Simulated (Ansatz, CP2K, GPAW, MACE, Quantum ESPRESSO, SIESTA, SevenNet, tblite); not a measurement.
# GPAW on twisted graphene bilayer, 46.83° (76 atoms): settings against a plane-wave reference, part 2 of 2

Aim: run twisted graphene bilayer, 46.83° (76 atoms) in GPAW and see how near its forces come to a plane-wave reference, and at what cost.

Program: GPAW 26.7.0; the method stands at each step. Banners and routine set-up lines are dropped from the logs; longer cuts are marked.

So far. Step 3 (PBE, plane waves 450 eV): Against the first run (6.9 %), the force difference from the reference is 0.36 %, at 2.9 times the CPU time (on 2 against 1 cores). Step 4 (PBE, LCAO sz(dzp), h 0.2 Å): Against the first run (6.9 %), the force difference from the reference is 30 %, at 0.39 times the CPU time, with 304 basis functions against 988: the smaller basis costs accuracy.

## (5) PBE, LCAO dzp, h 0.2 Å, other mixer settings

Method: Kohn-Sham DFT, PBE, PAW, atomic orbitals (dzp).

run.py reads:

```python
import numpy as np
from ase.io import read
from gpaw import GPAW, FermiDirac, Mixer

atoms = read("structure.xyz")
atoms.calc = GPAW(
    mode="lcao",
    basis="dzp",
    h=0.2,
    xc="PBE",
    kpts={"size": (1, 1, 1), "gamma": True},
    occupations=FermiDirac(0.05),
    mixer=Mixer(0.03, 7, 100),
    maxiter=200,
    symmetry={"point_group": False},
    txt="gpaw.txt",
)
energy = atoms.get_potential_energy(force_consistent=True)
forces = atoms.get_forces()
print(f"energy {energy:.6f} eV")
print("forces (eV/A)")
for i, (a, f) in enumerate(zip(atoms, forces)):
    print(f"{i:4d} {a.symbol:2s} {f[0]:10.5f} {f[1]:10.5f} {f[2]:10.5f}")
print(f"Fermi level {atoms.calc.get_fermi_level():.4f} eV")
for k in range(len(atoms.calc.get_ibz_k_points())):
    for s in range(atoms.calc.get_number_of_spins()):
        e = atoms.calc.get_eigenvalues(kpt=k, spin=s)
        n = np.searchsorted(e, atoms.calc.get_fermi_level())
        print(f"k {k} spin {s} levels about the Fermi level:", np.round(e[max(n - 6, 0):n], 4).tolist(), "|", np.round(e[n:n + 6], 4).tolist())
```

structure.xyz reads:

```xyz
76
Lattice="10.72290 0.00000 0.00000 -5.36145 9.28630 0.00000 0.00000 0.00000 15.53000" Properties=species:S:1:pos:R:3 pbc="T T T"
[... 76 atom lines left out: the same atoms as in the first run ...]
```

Launch:

```
$ OMP_NUM_THREADS=1 python run.py > output.txt
```

The program printed:

```text
energy -668.631701 eV
forces (eV/A)
   0 C    -1.35827    4.02808    1.29312
   1 C    -0.75322   -3.52348   -0.08093
   2 C     2.61458   -0.42289    0.18864
   3 C    -2.27485   -4.37374   -1.24265
   4 C     0.66893    1.21262   -0.02778
   5 C    -0.71079    3.72731    0.43051
   6 C     5.62555   -0.19640   -0.62887
   7 C    -2.05697   -1.54043   -0.06366
   8 C     1.74871   -2.33709    0.17807
   9 C    -1.49935    3.11848   -0.27941
  10 C    -4.21054   12.99017   -0.21665
  11 C     9.00482   -8.86152   -0.00217
  12 C    -3.58618    3.66025   -0.44120
  13 C    -2.24077   -0.47842   -0.47003
  14 C    -4.01138   -3.01868    0.11607
  15 C     5.16235   -7.56575    0.96079
  16 C    -0.55867   -3.49628    0.04697
  17 C     1.03513    9.10428   -0.10594
  18 C    -4.99015    4.04677    0.47664
  19 C    -1.41240   -0.97110   -0.58073
  20 C     2.86734   -0.17875    0.15777
  21 C     3.05370   -6.86928    0.41371
  22 C    -1.96051   -1.07329   -0.68268
  23 C    -2.39118    4.53767   -0.47463
[...]
68 C     3.54658    1.14896   -0.34375
  69 C    -4.82737   -2.75259    0.56824
  70 C     6.48641   -7.78587    0.07427
  71 C    -7.53430    4.47647    0.23592
  72 C    -2.61555    3.01466    0.67043
  73 C    -3.86329    1.95915   -0.14254
  74 C     5.45706    1.75115    0.09796
  75 C    -1.56639    2.91782    0.98739
Fermi level 0.0146 eV
k 0 spin 0 levels about the Fermi level: [-1.7533, -1.6471, -1.5967, -1.5886, -1.4945, -1.3544] | [2.0724, 2.1025, 2.2544, 2.2862, 2.3723, 2.4559]
```

gpaw.txt:

```text
Input parameters:
  mode=LCAO(),
  basis={'default': 'dzp'},
  h=0.2,
  kpts=MonkhorstPack(size=(1, 1, 1), gamma=True),
  maxiter=200,
  mixer=Pulay(name='pulay', nmaxold=7, beta=0.03, weight=100, sigma=0.015, g_ss=None),
  occupations=Occupations(name='fermi-dirac', width=0.05, fixmagmom=False),
  symmetry=Symmetry(point_group=False),
  xc=XC(name='PBE')
Unit cell  # Å
[... lines left out ...]
  Fermi-Dirac:
[... lines left out ...]
convergence criteria:
- Maximum [total energy] change in last 3 cyles: 0.0005 eV / valence electron
[... lines left out ...]
Converged in 14 steps
[... lines left out ...]
  Free energy:    -668.631701
  Extrapolated:   -668.631701
dipole moment: (-5.496921, 0.288221, -0.001089)  # |e|*Ang
Fermi level: 0.015
Eigenvalues  # (at kpt = [0.000, 0.000, 0.000])
| band index |      eig [eV] | occ [0-2] |
|------------|---------------|-----------|
|          0 |       -19.475 |     2.000 |
|        ... |               |           |
|        144 |        -2.044 |     2.000 |
|        145 |        -1.912 |     2.000 |
[...]
|        159 |         2.551 |     0.000 |
|        ... |               |           |
|        186 |         7.924 |     0.000 |
Gap: 3.427 eV
Transition (v -> c):
  (s=0, k=0, n=151, [0.00, 0.00, 0.00]) -> (s=0, k=0, n=152, [0.00, 0.00, 0.00])
No difference between direct/indirect transitions
Force computation time: 8.738  # s
timing:  # [seconds]
  Total:  74.982  # ━━━━━━━━━━━━━━━━━━━━━━━━━━━━━━━━━━━━━━━━━━━━━━━━━━━━━━━━━
  Init:    5.526  # ━━━━
  SCF:    60.697  # ━━━━━━━━━━━━━━━━━━━━━━━━━━━━━━━━━━━━━━━━━━━━━━
  Forces:  8.738  # ━━━━━━╸
```

The job ended after 76 s (1 thread of Arm Neoverse V2, shared host; peak memory 0.76 GiB).

Compared with the plane-wave run:

```
r.m.s. force component                          : 3.161 eV/Å
r.m.s. difference of force components           : 206.5 meV/Å
longest difference of force vectors             : 827.2 meV/Å
force difference over r.m.s. force              : 6.925 %
slope of forces against the reference's         : 1.059
correlation of force components                 : 0.9994
energy less the same-level run's                : 0 meV/atom
r.m.s. force difference from the same-level run : 1.182 meV/Å
```

Against the first run (6.9 %), the force difference from the reference is 6.9 %, at 1.4 times the CPU time (14 SCF steps against 9): another solver or mixer reaches the same state.

## (6) PBE, LCAO szp(dzp), h 0.2 Å

Method: Kohn-Sham DFT, PBE, PAW, atomic orbitals (szp(dzp)).

run.py, as its differences from that of step 5:

```diff
@@ -2,3 +2,3 @@
 from ase.io import read
-from gpaw import GPAW, FermiDirac, Mixer
+from gpaw import GPAW, FermiDirac
 
@@ -7,3 +7,3 @@
     mode="lcao",
-    basis="dzp",
+    basis="szp(dzp)",
     h=0.2,
@@ -12,3 +12,2 @@
     occupations=FermiDirac(0.05),
-    mixer=Mixer(0.03, 7, 100),
     maxiter=200,
```

structure.xyz is that of step 5.

The program printed:

```text
energy -605.165368 eV
forces (eV/A)
   0 C    -1.30900    4.36017    1.01457
   1 C    -0.76915   -3.53093    0.12876
   2 C     2.46963   -0.22345    0.19030
   3 C    -2.44543   -4.28581   -0.81865
   4 C     0.66139    1.41862    0.07053
   5 C    -0.80031    3.63662    0.36412
   6 C     5.69845   -0.24752   -0.28737
   7 C    -1.93118   -1.57493    0.01043
   8 C     2.16880   -2.54893    0.23918
   9 C    -1.60233    3.00423   -0.11641
  10 C    -4.26560   13.38144   -0.19510
  11 C     9.27801   -8.93171    0.13765
  12 C    -3.23052    3.94705   -0.28127
  13 C    -2.36015   -0.77172   -0.15777
  14 C    -4.49627   -2.83328    0.21678
  15 C     5.20761   -7.53336    0.77787
  16 C    -0.54454   -3.98655    0.06382
  17 C     1.41046    9.38303    0.06788
  18 C    -4.99821    4.11192    0.32498
  19 C    -1.59381   -0.99283   -0.16850
  20 C     2.54399   -0.11928    0.10116
  21 C     3.28735   -6.93803    0.43752
  22 C    -2.09288   -1.61551   -0.42524
  23 C    -2.21358    4.35520   -0.19365
[...]
68 C     3.47653    1.45967   -0.29606
  69 C    -5.05989   -2.87029    0.25051
  70 C     6.60344   -8.15147    0.05526
  71 C    -7.57915    4.62002   -0.00812
  72 C    -2.71755    2.59345    0.32560
  73 C    -3.79833    1.85926   -0.15761
  74 C     5.68263    1.77889   -0.06678
  75 C    -1.33120    3.00238    0.60014
Fermi level -1.1883 eV
k 0 spin 0 levels about the Fermi level: [-3.6601, -3.5506, -3.4987, -3.4937, -3.3969, -3.2538] | [0.0343, 0.0577, 0.2088, 0.2391, 0.3294, 0.4085]
```

gpaw.txt:

```text
Input parameters:
  mode=LCAO(),
  basis={'default': 'szp(dzp)'},
  h=0.2,
  kpts=MonkhorstPack(size=(1, 1, 1), gamma=True),
  maxiter=200,
  occupations=Occupations(name='fermi-dirac', width=0.05, fixmagmom=False),
  symmetry=Symmetry(point_group=False),
  xc=XC(name='PBE')
Unit cell  # Å
| periodic |         x |        y |         z |   lengths |     angles |
[... lines left out ...]
  Fermi-Dirac:
[... lines left out ...]
convergence criteria:
- Maximum [total energy] change in last 3 cyles: 0.0005 eV / valence electron
[... lines left out ...]
Converged in 9 steps
[... lines left out ...]
  Free energy:    -605.165368
  Extrapolated:   -605.165368
dipole moment: (-5.515178, 0.336007, 0.001990)  # |e|*Ang
Fermi level: -1.188
Eigenvalues  # (at kpt = [0.000, 0.000, 0.000])
| band index |      eig [eV] | occ [0-2] |
|------------|---------------|-----------|
|          0 |       -21.658 |     2.000 |
|        ... |               |           |
|        144 |        -3.974 |     2.000 |
|        145 |        -3.861 |     2.000 |
[...]
|        159 |         0.492 |     0.000 |
|        ... |               |           |
|        186 |         5.661 |     0.000 |
Gap: 3.288 eV
Transition (v -> c):
  (s=0, k=0, n=151, [0.00, 0.00, 0.00]) -> (s=0, k=0, n=152, [0.00, 0.00, 0.00])
No difference between direct/indirect transitions
Force computation time: 6.943  # s
timing:  # [seconds]
  Total:  42.768  # ━━━━━━━━━━━━━━━━━━━━━━━━━━━━━━━━━━━━━━━━━━━━━━━━━━━━━━━━━
  Init:    5.038  # ━━━━━━╸
  SCF:    30.764  # ━━━━━━━━━━━━━━━━━━━━━━━━━━━━━━━━━━━━━━━━━
  Forces:  6.943  # ━━━━━━━━━╸
```

Wall time 44 s (1 thread); peak memory 0.81 GiB.

Compared with the plane-wave run:

| Quantity | Value |
| --- | --- |
| r.m.s. force component | 3.212 eV/Å |
| r.m.s. difference of force components | 384.2 meV/Å |
| longest difference of force vectors | 1221 meV/Å |
| force difference over r.m.s. force | 12.88 % |
| slope of forces against the reference's | 1.072 |
| correlation of force components | 0.995 |

This is a coarse setting, run to see what it loses.

Against the first run (6.9 %), the force difference from the reference is 13 %, at 0.81 times the CPU time, with 684 basis functions against 988: the smaller basis costs accuracy.

## (7) The ladder

Differences are against the plane-wave reference, forces as r.m.s. over components; share is that over the reference's r.m.s. force, slope the least-squares factor from reference forces to these. Total energies of different programs have different zeros and aren't compared.

| run | Δ force, r.m.s. (meV/Å) | share (%) | slope | cores | CPU time | memory (GiB) |
| --- | --- | --- | --- | --- | --- | --- |
| reference | - | - | - | 4 | 6.5 min | 3.3 |
| GPAW PBE, LCAO dzp, h 0.2 Å | 206 | 6.92 | 1.059 | 1 | 54 s | 0.84 |
| GPAW PBE, plane waves 450 eV | 10.7 | 0.359 | 1.002 | 2 | 2.6 min | 1.3 |
| GPAW PBE, LCAO sz(dzp), h 0.2 Å (coarse) | 907 | 30.4 | 1.256 | 1 | 21 s | 0.68 |
| GPAW PBE, LCAO dzp, h 0.2 Å, other mixer settings | 207 | 6.92 | 1.059 | 1 | 76 s | 0.76 |
| GPAW PBE, LCAO szp(dzp), h 0.2 Å (coarse) | 384 | 12.9 | 1.072 | 1 | 44 s | 0.81 |

Rows marked coarse use a setting chosen to be so.

CPU time is summed over cores on a shared host, where runs went side by side, so it is rough. Symmetry, cutoffs, thresholds, outputs and thread counts weren't matched or tuned between programs; memory under MPI is the largest rank's times the ranks.

Within one program, basis, potentials and functional, energies share a zero. Each run against its twin at the usual cutoff or grid and solver:

| run | twin | Δ energy (meV/atom) | Δ force, r.m.s. (meV/Å) | CPU time over the twin's |
| --- | --- | --- | --- | --- |
| GPAW PBE, LCAO dzp, h 0.2 Å, other mixer settings | LCAO dzp, h 0.2 Å | 0 | 1.18 | 1.4 |

## (8) Summary of results

| Property | Result |
| --- | --- |
| nearest in forces | GPAW PBE, plane waves 450 eV, 0.36 % |
| its CPU time | 2.6 min |

**Reading.** PBE on plane waves or a grid with other potentials, cutoffs or grids, coarse settings apart, differs from the reference by 0.36 % (GPAW PBE, plane waves 450 eV) of the r.m.s. force; this holds the reference's own error, so differences of a few per cent don't tell which side is nearer the exact PBE result. The PBE runs in local orbitals, coarse settings apart, differ by 6.9 % in each run; basis, grid and potentials can all enter. Runs with settings chosen to be coarse differ by 13 % (GPAW PBE, LCAO szp(dzp), h 0.2 Å) to 30 % (GPAW PBE, LCAO sz(dzp), h 0.2 Å), their programs' other errors included. Of the electronic-structure runs that take under half the reference's CPU time, GPAW PBE, plane waves 450 eV comes nearest, at 0.36 % in 2.6 min against 6.5 min. GPAW PBE, LCAO sz(dzp), h 0.2 Å stiffens the forces by a factor of 1.26 while following their directions (correlation 0.991); the slopes of the 5 GPAW runs lie between 1.00 and 1.26. The reference's PBE has no dispersion term, which matters for the binding between molecules or layers. One k-point is far too coarse for the carbon or group-IV sheet, and it can put spurious forces of up to about 1 eV/Å on the sheet's atoms. The electronic-structure runs sample only Γ, in a cell whose shortest periodic width is 9 Å.

[Long decimals in the printed logs are rounded to 6 places.]

[Also dropped from logs without a mark: lines with file paths, logging warnings of Python, QE's lines on negative density and diagonalisation, SIESTA's first energy breakdown, zero terms and Voronoi charges.]

[Logs are printed without paths, hosts, clocks, repeated set-up lines and the standing remarks that a program may print on its own settings, such as how far it seeks lower states.]

[Hosts, paths, dates, database ids (printed as entryN), source tags and the programs' standing remarks are cut or masked in the printed files.]

[Most failed runs of this program on this cell are left out, timed-out ones always.]
